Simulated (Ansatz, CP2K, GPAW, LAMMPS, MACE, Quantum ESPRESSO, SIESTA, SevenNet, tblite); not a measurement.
## Running amorphous 43Bi2O3-57BaO (mol %) (99 atoms) with CP2K

How do the settings of CP2K change the result for amorphous 43Bi2O3-57BaO (mol %) (99 atoms)? A plane-wave run serves as the yardstick.

Program: CP2K 2026.2. Level of theory: the method is named at each step. Results are calculated unless marked as measured.

## Step 1: Starting point

The cell holds 99 atoms: 26 Bi, 17 Ba and 56 O. Cell: a = 11.487 Å, b = 11.487 Å, c = 11.487 Å, α = 90.0°, β = 90.0°, γ = 90.0°. 99 atoms (26 Gd, 17 Ba, 56 O) placed at random at 8.51 g/cm³, melted at 5000 K for 10 ps at fixed volume with the Morse and Coulomb pair potential with partial charges (Pedone, Malavasi, Menziani, Cormack and Segre, J. Phys. Chem. B 110, 11780 (2006)). Quenched from 5000 K to 300 K at 50 K/ps and fixed volume, held 5 ps, then minimised at fixed cell. Then Gd was replaced by Bi and the cell scaled by 1.02 (the potential has no terms for the new elements, so the cell is a start for a DFT relaxation).

The yardstick, on the same geometry:

```
method                                           : Kohn-Sham DFT, PBE, SSSP efficiency 1.3.0 pseudopotentials, plane waves (Quantum ESPRESSO 7.5); sssp-pbe-1.3.0-efficiency, cutoffs 60/480 Ry, Γ point
r.m.s. force component                           : 0.6952 eV/Å
longest force                                    : 2.42 eV/Å
pressure                                         : 21.23 GPa
gap (highest filled to lowest empty level) : 1.235 eV
time                                             : 9.3 min on 4 MPI ranks of Arm Neoverse V2, shared host
CPU time                                         : 37 min
```

## Step 2: PBE, DZVP-UZH, 600/50 Ry, diagonalisation

Method: Kohn-Sham DFT, PBE, GTH-PBE pseudopotentials, Gaussian and plane waves, DZVP-MOLOPT (UZH set), diagonalisation.

input.inp

```
&GLOBAL
  PROJECT cell
  RUN_TYPE ENERGY_FORCE
  PRINT_LEVEL LOW
&END GLOBAL
&FORCE_EVAL
  METHOD QS
  STRESS_TENSOR ANALYTICAL
  &DFT
    BASIS_SET_FILE_NAME BASIS_MOLOPT_UZH
    POTENTIAL_FILE_NAME POTENTIAL_UZH
    &MGRID
      CUTOFF 600
      REL_CUTOFF 50
      NGRIDS 5
    &END MGRID
    &QS
      EPS_DEFAULT 1.0E-12
    &END QS
    &SCF
      SCF_GUESS ATOMIC
      EPS_SCF 1.0E-06
      MAX_SCF 200
      ADDED_MOS 14
      &DIAGONALIZATION
        ALGORITHM STANDARD
      &END DIAGONALIZATION
      &SMEAR ON
        METHOD FERMI_DIRAC
        ELECTRONIC_TEMPERATURE [K] 580
      &END SMEAR
      &MIXING
        METHOD BROYDEN_MIXING
        ALPHA 0.3
        NBROYDEN 8
      &END MIXING
      &PRINT
        &RESTART OFF
        &END RESTART
      &END PRINT
    &END SCF
    &XC
      &XC_FUNCTIONAL PBE
      &END XC_FUNCTIONAL
    &END XC
    &PRINT
      &MULLIKEN ON
      &END MULLIKEN
      &LOWDIN ON
      &END LOWDIN
      &HIRSHFELD ON
      &END HIRSHFELD
      &MO ON
        EIGENVALUES T
        OCCUPATION_NUMBERS T
        MO_INDEX_RANGE 307 330
        &EACH
          QS_SCF 0
        &END EACH
        ADD_LAST NUMERIC
      &END MO
    &END PRINT
  &END DFT
  &SUBSYS
    &CELL
      A 11.48663 0.00000 0.00000
      B 0.00000 11.48663 0.00000
      C 0.00000 0.00000 11.48663
    &END CELL
    &TOPOLOGY
      COORD_FILE_NAME structure.xyz
      COORD_FILE_FORMAT XYZ
    &END TOPOLOGY
    &KIND Bi
      BASIS_SET DZVP-MOLOPT-PBE-GTH-q5
      POTENTIAL GTH-PBE-q5
    &END KIND
    &KIND Ba
      BASIS_SET DZVP-MOLOPT-PBE-GTH-q10
      POTENTIAL GTH-PBE-q10
    &END KIND
    &KIND O
      BASIS_SET DZVP-MOLOPT-PBE-GTH-q6
      POTENTIAL GTH-PBE-q6
    &END KIND
  &END SUBSYS
  &PRINT
    &FORCES ON
    &END FORCES
    &STRESS_TENSOR ON
    &END STRESS_TENSOR
  &END PRINT
&END FORCE_EVAL
```

structure.xyz

```xyz
99

Bi 0.14025 6.94551 6.14420
Bi 8.95153 6.06161 9.76938
Bi 0.77075 9.99314 4.62142
Bi 5.93020 3.51939 8.79474
Bi 3.68020 3.43129 2.87924
Bi 3.54615 8.49207 6.26240
Bi 2.96458 2.36831 9.91939
Bi 8.32091 3.28472 2.63159
Bi 10.04219 8.54387 8.37835
Bi 5.44960 11.47675 8.27037
Bi 8.58591 11.42690 2.13468
Bi 10.18853 2.53177 11.23243
Bi 11.45837 2.91565 4.78074
Bi 8.65093 0.71596 5.12396
Bi 11.15168 9.16243 0.50093
Bi 8.30449 1.86106 7.97321
Bi 2.90646 0.14140 3.20075
Bi 7.66687 7.98516 0.77317
Bi 7.77025 9.41352 6.27480
Bi 5.97489 2.74186 4.83955
Bi 9.44821 8.57925 4.00022
Bi 4.95866 9.74193 11.44803
Bi 3.28460 4.66989 7.17662
Bi 5.91963 7.63114 8.67424
Bi 5.89884 6.10193 2.82893
Bi 2.86993 1.44490 6.32684
Ba 5.60226 1.31361 0.81325
Ba 7.07450 4.09303 11.47411
Ba 11.25575 0.04962 7.45574
Ba 2.39841 10.11283 8.79853
Ba 5.53621 9.64739 3.76095
Ba 8.48265 10.94641 10.33555
Ba 6.30386 6.07413 5.89046
Ba 1.40160 7.10724 9.60443
Ba 10.38908 6.08435 2.42058
Ba 2.80549 8.15861 2.20635
Ba 0.42615 1.47442 2.05358
Ba 2.10711 5.88081 4.05386
Ba 1.30959 4.61751 0.61408
Ba 1.70186 11.31249 11.33443
Ba 0.02573 3.57223 8.45301
Ba 4.09487 6.21565 10.85624
Ba 8.92385 5.05308 6.56162
O 5.78834 8.66827 6.57690
O 10.38196 11.39393 0.63406
O 7.97884 7.22417 8.01261
O 9.46326 8.86102 1.88840
O 8.24993 1.87910 0.76122
O 3.01604 1.78215 1.51095
O 10.32223 3.62920 1.73046
O 1.26387 0.77845 4.79774
O 9.34506 8.11864 10.60388
O 0.92674 2.30743 10.97134
O 5.46867 7.84043 1.33153
O 4.21778 2.51810 7.79023
O 9.87747 2.27114 6.39334
[... 39 atom lines left out ...]
O 5.84853 3.72615 2.37854
O 1.61514 3.39395 6.30903
O 7.11562 1.38288 3.46816
O 2.34948 4.60671 9.34380
```

On the command line:

```console
$ OMP_NUM_THREADS=1 mpirun -np 4 cp2k.psmp -i input.inp > output.txt
```

Numbers of over 12 decimals in the logs are rounded to 6 here.

Output:

```text
CP2K| version string:                                       CP2K version 2026.2
 CP2K| Input file name                                                 input.inp
 GLOBAL| Basis set file name                                    BASIS_MOLOPT_UZH
 GLOBAL| Potential file name                                       POTENTIAL_UZH
 GLOBAL| Run type                                                   ENERGY_FORCE
 GLOBAL| Total number of message passing processes                             4
 GLOBAL| Number of threads for this process                                    1
 TOTAL NUMBERS AND MAXIMUM NUMBERS
  Total number of            - Atomic kinds:                                   3
                             - Atoms:                                         99
                             - Shell sets:                                    99
                             - Shells:                                       512
                             - Primitive Cartesian functions:                512
                             - Cartesian basis functions:                   1403
                             - Spherical basis functions:                   1304
  Maximum angular momentum of- Orbital basis functions:                        2
                             - Local part of the GTH pseudopotential:          2
                             - Non-local part of the GTH pseudopotential:      4
 SCF PARAMETERS         Density guess:                                    ATOMIC
                        max_scf:                                             200
                        eps_scf:                                        1.00E-06
                        added MOs                                        14    0
                        Mixing method:                            BROYDEN_MIXING
                                                charge density mixing in g-space
                        Smear method:                                FERMI_DIRAC
                        Electronic temperature [K]:                        580.0
                        Electronic temperature [a.u.]:                  1.84E-03
                        Accuracy threshold:                             1.00E-10
 Extrapolation method: initial_guess
 Number of electrons:                                                        636
 Number of occupied orbitals:                                                318
 Number of molecular orbitals:                                               332
 Number of orbital functions:                                               1304
 Number of independent orbital functions:                                   1304
 SCF WAVEFUNCTION OPTIMIZATION
  Step     Update method      Time    Convergence         Total energy    Change
     1 NoMix/Diag. 0.30E+00    5.4     1.07812052     -1487.2574984734 -1.49E+03
     2 Broy./Diag. 0.30E+00    7.1     0.54162915     -1381.4438320432  1.06E+02
     3 Broy./Diag. 0.30E+00    7.1     0.18256406     -1475.7065954959 -9.43E+01
     4 Broy./Diag. 0.30E+00    7.1     0.20241979     -1476.3798104852 -6.73E-01
[...]
16 Broy./Diag. 0.30E+00    7.2     0.00000161     -1473.2646327864  1.13E-04
    17 Broy./Diag. 0.30E+00    7.2     0.00000068     -1473.2646104481  2.23E-05
  *** SCF run converged in    17 steps ***
  Electronic density on regular grids:       -636.0000000000        0.0000000000
  Core density on regular grids:              635.9999999991       -0.0000000009
  Total charge density on r-space grids:       -0.0000000009
  Total charge density g-space grids:          -0.0000000009
  Overlap energy of the core charge distribution:               1.60794e-07
  Self energy of the core charge distribution:              -3510.784901
  Core Hamiltonian energy:                                    906.099274
  Hartree energy:                                            1431.917283
  Exchange-correlation energy:                               -300.496265
  Electronic entropic energy:                                  -1.05137e-06
  Fermi energy:                                                 0.338341
  Total energy:                                             -1473.264610
  Total energy (extrapolated to T->0):                      -1473.264610
 MO| EIGENVALUES AND OCCUPATION NUMBERS
 MO|
 MO|  Index      Eigenvalue [a.u.]        Eigenvalue [eV]             Occupation
 MO|    307               0.286364               7.792354               2.000000
 MO|    308               0.289992               7.891092               2.000000
 MO|    309               0.292278               7.953280               2.000000
[...]
MO|    329               0.396367              10.785701               0.000000
 MO|    330               0.398891              10.854378               0.000000
 MO| Sum:                                                             636.000000
 MO| E(Fermi):            0.338341 a.u.          9.206719 eV
 !-----------------------------------------------------------------------------!
                     Mulliken Population Analysis
 #  Atom  Element  Kind  Atomic population                           Net charge
       1     Bi       1          3.478795                              1.521205
       2     Bi       1          3.464670                              1.535330
       3     Bi       1          3.390784                              1.609216
[...]
# Total charge                            636.000000                  0.000000
 !-----------------------------------------------------------------------------!
 !-----------------------------------------------------------------------------!
                           Hirshfeld Charges
  #Atom  Element  Kind  Ref Charge     Population                    Net charge
      1       Bi     1       5.000          4.001                         0.999
      2       Bi     1       5.000          4.033                         0.967
      3       Bi     1       5.000          4.186                         0.814
[...]
98       O      3       6.000          6.172                        -0.172
     99       O      3       6.000          5.889                         0.111
  Total Charge                                                           -0.000
 !-----------------------------------------------------------------------------!
 LOWDIN POPULATION ANALYSIS
 #  Atom  Element  Kind  Atomic population                           Net charge
[...]
98     O        3          6.563177                             -0.563177
      99     O        3          6.726675                             -0.726675
 # Total charge                            636.000000                  0.000000
 ENERGY| Total FORCE_EVAL ( QS ) energy [hartree]          -1473.264614
 FORCES| Atomic forces [hartree/bohr]
 FORCES|   Atom     x               y               z               |f|
 FORCES|      1 -3.51164047E-03  1.59333696E-02  5.60730707E-03   1.72524137E-02
 FORCES|      2  3.38410252E-03 -1.71789475E-02  8.58912041E-03   1.95023428E-02
 FORCES|      3 -1.15211250E-02 -2.93547050E-03 -1.49575730E-04   1.18901506E-02
[...]
FORCES|     98  3.07882424E-03 -1.76627495E-02 -2.73481772E-02   3.27012947E-02
 FORCES|     99 -1.14455065E-02  5.38534643E-03  1.10291137E-02   1.67822205E-02
 FORCES| Sum    -1.89973275E-03  4.09512767E-03 -4.55225603E-03
 FORCES| Total atomic force                                       6.41109118E-03
 STRESS| Analytical stress tensor [bar]
 STRESS|                        x                   y                   z
 STRESS|      x        2.84755923083E+05  -1.91444666181E+03  -1.05635690103E+04
 STRESS|      y       -1.91444666181E+03   2.20480928016E+05   3.64896089580E+03
 STRESS|      z       -1.05635690103E+04   3.64896089580E+03   2.70494060498E+05
 STRESS| 1/3 Trace                                             2.58576970532E+05
```

Wall time 2.5 min (4 MPI ranks of Arm Neoverse V2, shared host); peak memory 8.1 GiB; 9.8 min of CPU time.

Banners, paths, timers and routine set-up lines are dropped from the logs unmarked, and long logs keep their key lines alone; longer cuts are marked.

Numbers from this run, and their distance from the reference:

* r.m.s. force component: 0.7524 eV/Å
* r.m.s. difference of force components: 91.89 meV/Å
* longest difference of force vectors: 317.3 meV/Å
* force difference over r.m.s. force: 13.22 %
* slope of forces against the reference's: 1.077
* correlation of force components: 0.995
* gap (highest filled to lowest empty level): 1.155 eV
* gap difference: -0.0802 eV
* pressure: 25.86 GPa
* pressure difference: 4.628 GPa

This run lies far from the reference in forces at the same functional. Basis and potentials both differ; the latter hold 636 valence electrons against the reference's 896.

Length of the force difference by element (eV/Å):

```
element  atoms  mean  most
     Ba     17  0.14  0.30
     Bi     26  0.15  0.32
      O     56  0.14  0.30
```

Levels nearest the highest filled one (eV from it): -0.83, -0.73, -0.67, -0.51, -0.45, -0.41, -0.37, -0.32, -0.23, -0.14, -0.07, 0.00, 1.15, 1.40, 1.51, 1.62, 1.73, 1.85, 1.91, 1.96, 1.98, 2.09, 2.16, 2.23.

A closer look about O96, picked at random: 10 atoms, nearest first, numbered in the order of the input, with positions taken from that point.

```
atom      x      y      z  distance (Å)  bonds  Mulliken charge (e)     Fx     Fy  Fz (eV/Å)
 O96   0.00   0.00   0.00          0.00      6                -1.04   0.78  -0.76      -0.89
 Bi5  -2.17  -0.29   0.50          2.24      6                 1.50  -0.11  -0.46      -0.57
Bi25   0.05   2.38   0.45          2.42      6                 1.51   0.20  -0.22      -0.43
 Bi8   2.47  -0.44   0.25          2.52      6                 1.53   0.49  -0.30       1.30
Bi20   0.13  -0.98   2.46          2.65      6                 1.58   0.29   0.13       0.84
Ba28   1.23   0.37  -2.39          2.71      6                 0.82   0.10   1.09       0.59
 O84   1.83   0.66   1.98          2.78      4                -1.01  -0.29   0.97       1.49
 O98   1.27  -2.34   1.09          2.88      5                -1.01   0.16  -0.91      -1.41
Ba27  -0.25  -2.41  -1.57          2.89      9                 1.30  -0.74   0.27       0.04
 O92  -2.29   1.74  -0.51          2.92      6                -1.08  -0.21   1.04      -0.78
```

Forces lie 13 % from the reference's, at 0.26 times its CPU time.

[end of part 1 of 2]

[Also dropped from logs without a mark: logging warnings of Python, and SIESTA's first energy breakdown and zero terms.]

[Logs are printed without paths, hosts, clocks, repeated set-up lines and the standing remarks that a program may print on its own settings, such as how far it seeks lower states.]

[Hosts, paths, dates, database ids (printed as entryN), source tags and the programs' standing remarks are cut or masked in the printed files.]
